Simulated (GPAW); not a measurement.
**Work function of Y2NS2 MXene monolayer at several levels**

Wanted: work functions and dipole of Y2NS2 MXene monolayer, with the cost of each level.

Calculated with GPAW 26.7.0; GPAW, PAW setups; layer in a repeated cell with vacuum, relaxation of atoms and in-plane cell, in the first sound run; inputs show where later runs differ.

## Step 1: The starting structure

The cell holds 5 atoms: 2 S, 2 Y and 1 N. Its edges and angles: a = 3.406 Å, b = 3.406 Å, c = 22.561 Å, α = 90.0°, β = 90.0°, γ = 120.0°. Vacuum lies along c.

## Step 2: Relaxing the atoms

The atoms are relaxed first, since the surface dipole, and with it the work function, follows the positions of the outer layers.

run.py

```python
import json
import numpy as np
from ase import Atoms
from ase.filters import FrechetCellFilter
from ase.optimize import BFGS
from gpaw import GPAW, PW

slab = Atoms(
    ['S', 'Y', 'N', 'Y', 'S'],
    positions=[
        [-0.00000, 1.96661, 8.00000],
        [1.70313, 0.98330, 9.93651],
        [0.00000, 0.00000, 11.28053],
        [-0.00000, 1.96661, 12.62455],
        [1.70313, 0.98330, 14.56106]],
    cell=[[3.40626, 0.0, 0.0], [-1.70313, 2.94991, 0.0], [0.0, 0.0, 22.5611]],
    pbc=[True, True, True])

slab.calc = GPAW(mode=PW(600), xc='PBE', kpts={'size': (9, 9, 1), 'gamma': True},
                 occupations={'name': 'fermi-dirac', 'width': 0.05}, nbands='160%',
                 convergence={'density': 1e-05}, maxiter=200,
                 symmetry={'tolerance': 1e-3}, txt='slab.txt')
result = {}
# The in-plane cell is free; stress needs a cell that repeats along all three vectors
path = []
opt = BFGS(FrechetCellFilter(slab, mask=[1, 1, 0, 0, 0, 1]), maxstep=0.2)
opt.attach(lambda: path.append((slab.get_potential_energy(), slab.positions.tolist(), slab.get_forces().tolist())))
result['relaxed'] = bool(opt.run(fmax=0.02, steps=45))
result['path'] = path
result['cell'] = slab.cell.tolist()
print('in-plane lattice', slab.cell.cellpar().round(4)[[0, 1, 5]])
energy = slab.get_potential_energy()
fermi = slab.calc.get_fermi_level()
v = slab.calc.get_electrostatic_potential().mean((0, 1)) - fermi
n = slab.calc.get_pseudo_density().mean((0, 1))
L = slab.cell[2, 2]
z = np.arange(len(v)) * L / len(v)
low, high = slab.positions[:, 2].min(), slab.positions[:, 2].max()
below, above = np.interp([low - 5.8, high + 5.8], z, v)
slopes = [np.interp(x, z, np.gradient(v, z)) for x in (low - 5.8, high + 5.8)]
eps = np.array([[slab.calc.get_eigenvalues(k, s) for k in range(len(slab.calc.get_ibz_k_points()))]
                for s in range(slab.calc.get_number_of_spins())]) - fermi
top, bottom = eps[eps < 0].max(), eps[eps > 0].min()
dipole = slab.get_dipole_moment()[2]
print(f'energy {energy:.4f} eV, Fermi level {fermi:.4f} eV, dipole {dipole:.5f} e A')
print(f'potential 5.8 A off the faces, from the Fermi level: lower {below:.4f} eV, upper {above:.4f} eV')
print(f'slope of the potential there: lower {slopes[0]:.5f}, upper {slopes[1]:.5f} eV/A')
print(f'nearest levels on the mesh: {top:.4f} and {bottom:.4f} eV')
print('magnetic moment', round(slab.get_magnetic_moment(), 3))
result.update(energy=energy, fermi=fermi, dipole=dipole, below=below, above=above, slopes=slopes, edges=[top, bottom],
              z=z.tolist(), v=v.tolist(), n=n.tolist(), positions=slab.positions.tolist(),
              forces=slab.get_forces(apply_constraint=False).tolist(), moments=slab.get_magnetic_moments().tolist())
json.dump(result, open('result.json', 'w'))
```

Run with:

```console
$ OMP_NUM_THREADS=1 OPENBLAS_NUM_THREADS=1 python run.py
```

The program printed:

```text
Step          Energy          fmax
BFGS:    0      -31.917401        2.066474
BFGS:    1      -32.084377        1.469940
BFGS:    2      -32.334029        0.908185
BFGS:    3      -32.371019        0.811240
BFGS:    4      -32.544828        0.436884
BFGS:    5      -32.577566        0.454803
BFGS:    6      -32.602816        0.410187
BFGS:    7      -32.626625        0.336350
BFGS:    8      -32.663384        0.267241
BFGS:    9      -32.692858        0.335794
BFGS:   10      -32.699304        0.199981
BFGS:   11      -32.698767        0.019005
in-plane lattice [  3.6759   3.6759 120.    ]
energy -32.6804 eV, Fermi level -2.4768 eV, dipole -0.00064 e A
potential 5.8 A off the faces, from the Fermi level: lower 7.2091 eV, upper 7.2114 eV
slope of the potential there: lower -0.00055, upper -0.00035 eV/A
nearest levels on the mesh: -0.0206 and 0.0710 eV
magnetic moment 0.0
```

Run time: 7.3 min. Hardware: 1 thread of AMD EPYC 7R13 (Zen 3), shared host; peak memory 0.46 GiB.

Numbers from this step:

```yaml
dipole_along_the_normal: -6.44e-4 e·Å
levels_nearest_the_fermi_level_on_the_mesh: -0.02057, 0.07104 eV from the Fermi level
```

The electrostatic potential energy of an electron (without an applied field's), less the Fermi level, planar mean oscillates, so the rows of the table below give means over windows of 1.85 Å about each position, cut where the curve ends. Its maxima inside the range that stand out by 2 % of the span (Å: eV): 9.0: -2.96, 10.8: -2.33, 11.7: -2.33, 13.6: -2.96. Its minima: 8.3: -11.6, 9.9: -15.3, 11.3: -7.09, 12.7: -15.3, 14.3: -11.6.

The electrostatic potential energy of an electron (without an applied field's), less the Fermi level, planar mean by z; means over each step:

| z (Å) | electrostatic potential energy of an electron (without an applied field's), less the Fermi level, planar mean (eV) |
| --- | --- |
| 0.93 | 7.21 |
| 2.78 | 7.21 |
| 4.63 | 7.21 |
| 6.48 | 6.82 |
| 8.33 | -4.29 |
| 10.18 | -8.45 |
| 12.03 | -8.02 |
| 13.88 | -6.54 |
| 15.73 | 6.02 |
| 17.58 | 7.21 |
| 19.43 | 7.21 |
| 21.28 | 7.21 |

The pseudo valence density, planar mean oscillates, so the rows of the table below give means over windows of 0.5 Å about each position, cut where the curve ends. Its maxima inside the range that stand out by 2 % of the span (Å: e/Å³): 8.64: 0.374, 9.87: 0.789, 11.28: 0.492, 12.69: 0.789, 13.92: 0.374. Its minima: 8.99: 0.343, 10.58: 0.350, 11.99: 0.350, 13.57: 0.343.

Pseudo valence density, planar mean against z; means over each step:

z (Å), pseudo valence density, planar mean (e/Å³) and a bar:
```
      5.0      0.000 
      5.5      0.000 
      6.0      0.002 
      6.5      0.009 
      7.0      0.041 ##
      7.5      0.160 #######
      8.0      0.305 #############
      8.5      0.346 ###############
      9.0      0.359 ###############
      9.5      0.547 ########################
     10.0      0.697 ##############################
     10.5      0.404 #################
     11.0      0.433 ###################
     11.5      0.446 ###################
     12.0      0.391 #################
     12.5      0.665 #############################
     13.0      0.591 #########################
     13.5      0.362 ################
     14.0      0.352 ###############
     14.5      0.310 #############
     15.0      0.182 ########
     15.5      0.051 ##
     16.0      0.010 
     16.5      0.002 
     17.0      0.000 
     17.5      0.000 
     18.0      0.000
```

The relaxation lowered the energy of the cell by 0.779 eV (energies extrapolated to zero smearing; the optimiser's log prints free energies). The largest force left on a free atom is 0.019 eV/Å.

## Step 3: Plane waves, PBE

The work function is the vacuum plateau of the electrostatic potential less the Fermi level; a dipole layer lets the two faces have plateaus of their own.

This step: GPAW, PAW setups; slab in vacuum (GPAW 26.7.0).

The cell differs from the one that the last finished run ended in (c 22.561 → 21.964 Å).

run.py: that of step 2 with these lines changed.

```diff
@@ -3,4 +3,2 @@
 from ase import Atoms
-from ase.filters import FrechetCellFilter
-from ase.optimize import BFGS
 from gpaw import GPAW, PW
@@ -10,23 +8,16 @@
     positions=[
-        [-0.00000, 1.96661, 8.00000],
-        [1.70313, 0.98330, 9.93651],
-        [0.00000, 0.00000, 11.28053],
-        [-0.00000, 1.96661, 12.62455],
-        [1.70313, 0.98330, 14.56106]],
-    cell=[[3.40626, 0.0, 0.0], [-1.70313, 2.94991, 0.0], [0.0, 0.0, 22.5611]],
-    pbc=[True, True, True])
+        [-0.00000, 2.12230, 8.00000],
+        [1.83796, 1.06114, 9.58148],
+        [0.00000, -0.00000, 10.98211],
+        [-0.00000, 2.12230, 12.38273],
+        [1.83796, 1.06114, 13.96421]],
+    cell=[[3.67592, -0.0, 0.0], [-1.83796, 3.18344, 0.0], [0.0, 0.0, 21.9642]],
+    pbc=[True, True, False])
 
-slab.calc = GPAW(mode=PW(600), xc='PBE', kpts={'size': (9, 9, 1), 'gamma': True},
+slab.calc = GPAW(mode=PW(500), xc='PBE', kpts={'size': (9, 9, 1), 'gamma': True},
                  occupations={'name': 'fermi-dirac', 'width': 0.05}, nbands='160%',
                  convergence={'density': 1e-05}, maxiter=200,
+                 poissonsolver={'dipolelayer': 'xy'},
                  symmetry={'tolerance': 1e-3}, txt='slab.txt')
 result = {}
-# The in-plane cell is free; stress needs a cell that repeats along all three vectors
-path = []
-opt = BFGS(FrechetCellFilter(slab, mask=[1, 1, 0, 0, 0, 1]), maxstep=0.2)
-opt.attach(lambda: path.append((slab.get_potential_energy(), slab.positions.tolist(), slab.get_forces().tolist())))
-result['relaxed'] = bool(opt.run(fmax=0.02, steps=45))
-result['path'] = path
-result['cell'] = slab.cell.tolist()
-print('in-plane lattice', slab.cell.cellpar().round(4)[[0, 1, 5]])
 energy = slab.get_potential_energy()
```

The program printed:

```text
energy -32.2542 eV, Fermi level -2.3458 eV, dipole 0.00020 e A
potential 5.8 A off the faces, from the Fermi level: lower 7.2112 eV, upper 7.2083 eV
slope of the potential there: lower -0.00029, upper 0.00029 eV/A
nearest levels on the mesh: -0.0201 and 0.0722 eV
magnetic moment 0.0
```

Wall time 27 s (1 thread); peak memory 0.27 GiB.

This step gave:

- dipole along the normal: 2.00e-4 e·Å
- levels nearest the Fermi level on the mesh: -0.02013, 0.07222 eV from the Fermi level
- upper work function: 7.208 eV
- lower work function: 7.211 eV

The electrostatic potential energy of an electron (without an applied field's), less the Fermi level, planar mean oscillates, so the rows of the table below give means over windows of 1.83 Å about each position, cut where the curve ends. Its maxima inside the range that stand out by 2 % of the span (Å: eV): 8.7: -2.96, 10.5: -2.31, 11.4: -2.31, 13.3: -2.96. Its minima: 8.1: -11.6, 9.6: -15.3, 11.0: -7.13, 12.4: -15.3, 13.9: -11.6.

Table of electrostatic potential energy of an electron (without an applied field's), less the Fermi level, planar mean by z; means over each step:

| z (Å) | electrostatic potential energy of an electron (without an applied field's), less the Fermi level, planar mean (eV) |
| --- | --- |
| 0.92 | 7.21 |
| 2.75 | 7.21 |
| 4.58 | 7.21 |
| 6.41 | 6.44 |
| 8.23 | -5.55 |
| 10.07 | -8.43 |
| 11.89 | -8.42 |
| 13.73 | -5.57 |
| 15.55 | 6.42 |
| 17.38 | 7.21 |
| 19.21 | 7.21 |
| 21.05 | 7.21 |

The pseudo valence density, planar mean oscillates, so the rows of the table below give means over windows of 1 Å about each position, cut where the curve ends. Its maxima inside the range that stand out by 2 % of the span (Å: e/Å³): 8.4: 0.371, 9.5: 0.779, 11.0: 0.489, 12.4: 0.779, 13.5: 0.371. Its minima: 8.8: 0.345, 10.4: 0.348, 11.5: 0.348, 13.2: 0.345.

Pseudo valence density, planar mean against z; means over each step:

| z (Å) | pseudo valence density, planar mean (e/Å³) |
| --- | --- |
| 4 | 9.6e-6 |
| 5 | 2.3e-4 |
| 6 | 0.00603 |
| 7 | 0.112 |
| 8 | 0.330 |
| 9 | 0.471 |
| 10 | 0.534 |
| 11 | 0.438 |
| 12 | 0.546 |
| 13 | 0.459 |
| 14 | 0.326 |
| 15 | 0.104 |
| 16 | 0.00535 |
| 17 | 2.1e-4 |
| 18 | 8.6e-6 |

The potential is flat to 2.9e-4 eV/Å where it is read, so the vacuum is wide enough.

## Step 4: Self-consistent run: xc = "vdW-DF2"

The same geometry under vdW-DF2, to see how far the functional moves the levels against the vacuum (the van der Waals functionals take revPBE setups).

run.py: that of step 3 with these lines changed.

```diff
@@ -16,3 +16,3 @@
 
-slab.calc = GPAW(mode=PW(500), xc='PBE', kpts={'size': (9, 9, 1), 'gamma': True},
+slab.calc = GPAW(mode=PW(500), xc='vdW-DF2', kpts={'size': (9, 9, 1), 'gamma': True},
                  occupations={'name': 'fermi-dirac', 'width': 0.05}, nbands='160%',
```

The program printed:

```text
energy -249.4903 eV, Fermi level -2.5578 eV, dipole 0.00020 e A
potential 5.8 A off the faces, from the Fermi level: lower 7.5812 eV, upper 7.5783 eV
slope of the potential there: lower -0.00030, upper 0.00031 eV/A
nearest levels on the mesh: -0.0326 and 0.0673 eV
magnetic moment 0.0
```

Wall time 40 s (1 thread); peak memory 0.51 GiB.

This step gave:

```yaml
levels_nearest_the_fermi_level_on_the_mesh: -0.03264, 0.06728 eV from the Fermi level
upper_work_function: 7.578 eV
lower_work_function: 7.581 eV
```

Electrostatic potential energy of an electron (without an applied field's), less the Fermi level, planar mean against z:

z (Å), electrostatic potential energy of an electron (without an applied field's), less the Fermi level, planar mean (eV) and a bar from the least value:
```
      0.0        7.6 ##############################
      0.5        7.6 ##############################
      1.0        7.6 ##############################
      1.5        7.6 ##############################
      2.0        7.6 ##############################
      2.5        7.6 ##############################
      3.0        7.6 ##############################
      3.5        7.6 ##############################
      4.0        7.6 ##############################
      4.5        7.6 ##############################
      5.0        7.6 ##############################
      5.5        7.6 ##############################
      6.0        7.5 ##############################
      6.5        7.2 ##############################
      7.0        5.8 ############################
      7.5       -0.1 ####################
      8.0      -11.4 #####
      8.5       -4.0 ###############
      9.0       -6.1 ############
      9.5      -15.2 
     10.0       -9.2 ########
     10.5       -2.5 #################
     11.0       -7.0 ###########
     11.5       -2.5 #################
     12.0      -10.0 #######
     12.5      -14.9 
     13.0       -5.4 #############
     13.5       -4.5 ##############
     14.0      -11.3 #####
     14.5        0.6 #####################
     15.0        6.0 ############################
     15.5        7.2 ##############################
     16.0        7.5 ##############################
     16.5        7.6 ##############################
     17.0        7.6 ##############################
     17.5        7.6 ##############################
     18.0        7.6 ##############################
     18.5        7.6 ##############################
     19.0        7.6 ##############################
     19.5        7.6 ##############################
     20.0        7.6 ##############################
     20.5        7.6 ##############################
     21.0        7.6 ##############################
     21.5        7.6 ##############################
```

The pseudo valence density, planar mean oscillates, so the rows of the table below give means over windows of 1 Å about each position, cut where the curve ends. Its maxima inside the range that stand out by 2 % of the span (Å: e/Å³): 8.4: 0.373, 9.5: 0.776, 11.0: 0.495, 12.4: 0.776, 13.5: 0.373. Its minima: 8.8: 0.344, 10.4: 0.347, 11.5: 0.347, 13.2: 0.344.

Table of pseudo valence density, planar mean by z; means over each step:

| z (Å) | pseudo valence density, planar mean (e/Å³) |
| --- | --- |
| 4 | 1.3e-5 |
| 5 | 2.8e-4 |
| 6 | 0.00656 |
| 7 | 0.112 |
| 8 | 0.331 |
| 9 | 0.470 |
| 10 | 0.532 |
| 11 | 0.441 |
| 12 | 0.544 |
| 13 | 0.457 |
| 14 | 0.327 |
| 15 | 0.105 |
| 16 | 0.00585 |
| 17 | 2.5e-4 |
| 18 | 1.2e-5 |

Force by atom:

| atom | x (eV/Å) | y (eV/Å) | z (eV/Å) | size |
| --- | --- | --- | --- | --- |
| S1 | 0.000 | 0.000 | -0.426 | 0.426 |
| Y2 | 0.000 | 0.000 | -0.087 | 0.087 |
| N3 | 0.000 | 0.000 | 0.000 | 0.000 |
| Y4 | 0.000 | 0.000 | 0.087 | 0.087 |
| S5 | 0.000 | 0.000 | 0.426 | 0.426 |

The upper face's work function is 7.578 eV, against 7.208 eV in the first plane-wave PBE run at this geometry.

## Step 5: Self-consistent run: xc = "RPBE"

The same geometry under RPBE, to see how far the functional moves the levels against the vacuum.

run.py: that of step 4 with these lines changed.

```diff
@@ -16,3 +16,3 @@
 
-slab.calc = GPAW(mode=PW(500), xc='vdW-DF2', kpts={'size': (9, 9, 1), 'gamma': True},
+slab.calc = GPAW(mode=PW(500), xc='RPBE', kpts={'size': (9, 9, 1), 'gamma': True},
                  occupations={'name': 'fermi-dirac', 'width': 0.05}, nbands='160%',
```

The program printed:

```text
energy -30.6039 eV, Fermi level -2.2659 eV, dipole 0.00020 e A
potential 5.8 A off the faces, from the Fermi level: lower 7.1410 eV, upper 7.1381 eV
slope of the potential there: lower -0.00028, upper 0.00029 eV/A
nearest levels on the mesh: -0.0141 and 0.0723 eV
magnetic moment 0.0
```

Run time: 27 s. Hardware: 1 thread; peak memory 0.27 GiB.

This step gave:

```
levels nearest the Fermi level on the mesh : -0.01414, 0.07233 eV from the Fermi level
upper work function                        : 7.138 eV
lower work function                        : 7.141 eV
```

The electrostatic potential energy of an electron (without an applied field's), less the Fermi level, planar mean oscillates, so the rows of the table below give means over windows of 1.83 Å about each position, cut where the curve ends. Its maxima inside the range that stand out by 2 % of the span (Å: eV): 8.7: -3.05, 10.5: -2.43, 11.4: -2.43, 13.3: -3.05. Its minima: 8.1: -11.7, 9.6: -15.4, 11.0: -7.25, 12.4: -15.4, 13.9: -11.7.

Electrostatic potential energy of an electron (without an applied field's), less the Fermi level, planar mean against z; means over each step:

| z (Å) | electrostatic potential energy of an electron (without an applied field's), less the Fermi level, planar mean (eV) |
| --- | --- |
| 0.92 | 7.14 |
| 2.75 | 7.14 |
| 4.58 | 7.14 |
| 6.41 | 6.36 |
| 8.23 | -5.63 |
| 10.07 | -8.54 |
| 11.89 | -8.54 |
| 13.73 | -5.66 |
| 15.55 | 6.35 |
| 17.38 | 7.14 |
| 19.21 | 7.14 |
| 21.05 | 7.14 |

The upper face's work function is 7.138 eV, against 7.208 eV in the first plane-wave PBE run at this geometry.

## Step 6: Self-consistent run: xc = "revPBE"

The same geometry under revPBE, to see how far the functional moves the levels against the vacuum.

run.py: that of step 5 with these lines changed.

```diff
@@ -16,3 +16,3 @@
 
-slab.calc = GPAW(mode=PW(500), xc='RPBE', kpts={'size': (9, 9, 1), 'gamma': True},
+slab.calc = GPAW(mode=PW(500), xc='revPBE', kpts={'size': (9, 9, 1), 'gamma': True},
                  occupations={'name': 'fermi-dirac', 'width': 0.05}, nbands='160%',
```

The program printed:

```text
energy -30.8260 eV, Fermi level -2.2724 eV, dipole 0.00020 e A
potential 5.8 A off the faces, from the Fermi level: lower 7.1356 eV, upper 7.1326 eV
slope of the potential there: lower -0.00029, upper 0.00029 eV/A
nearest levels on the mesh: -0.0128 and 0.0720 eV
magnetic moment 0.0
```

Run time: 26 s. Hardware: 1 thread; peak memory 0.27 GiB.

Numbers from this step:

- levels nearest the Fermi level on the mesh: -0.01278, 0.07202 eV from the Fermi level
- upper work function: 7.133 eV
- lower work function: 7.136 eV

The electrostatic potential energy of an electron (without an applied field's), less the Fermi level, planar mean oscillates, so the rows of the table below give means over windows of 1.83 Å about each position, cut where the curve ends. Its maxima inside the range that stand out by 2 % of the span (Å: eV): 8.7: -3.03, 10.5: -2.40, 11.4: -2.40, 13.3: -3.03. Its minima: 8.1: -11.7, 9.6: -15.4, 11.0: -7.22, 12.4: -15.4, 13.9: -11.7.

The electrostatic potential energy of an electron (without an applied field's), less the Fermi level, planar mean by z; means over each step:

| z (Å) | electrostatic potential energy of an electron (without an applied field's), less the Fermi level, planar mean (eV) |
| --- | --- |
| 0.92 | 7.14 |
| 2.75 | 7.14 |
| 4.58 | 7.13 |
| 6.41 | 6.37 |
| 8.23 | -5.61 |
| 10.07 | -8.51 |
| 11.89 | -8.51 |
| 13.73 | -5.63 |
| 15.55 | 6.35 |
| 17.38 | 7.13 |
| 19.21 | 7.13 |
| 21.05 | 7.13 |

The upper face's work function is 7.133 eV, against 7.208 eV in the first plane-wave PBE run at this geometry.

(Continued in part 2 of 2.)

[Logs are printed without paths, hosts, clocks, repeated set-up lines and the standing remarks that a program may print on its own settings, such as how far it seeks lower states.]

[Hosts, paths, dates, database ids (printed as entryN), source tags and the programs' standing remarks are cut or masked in the printed files.]
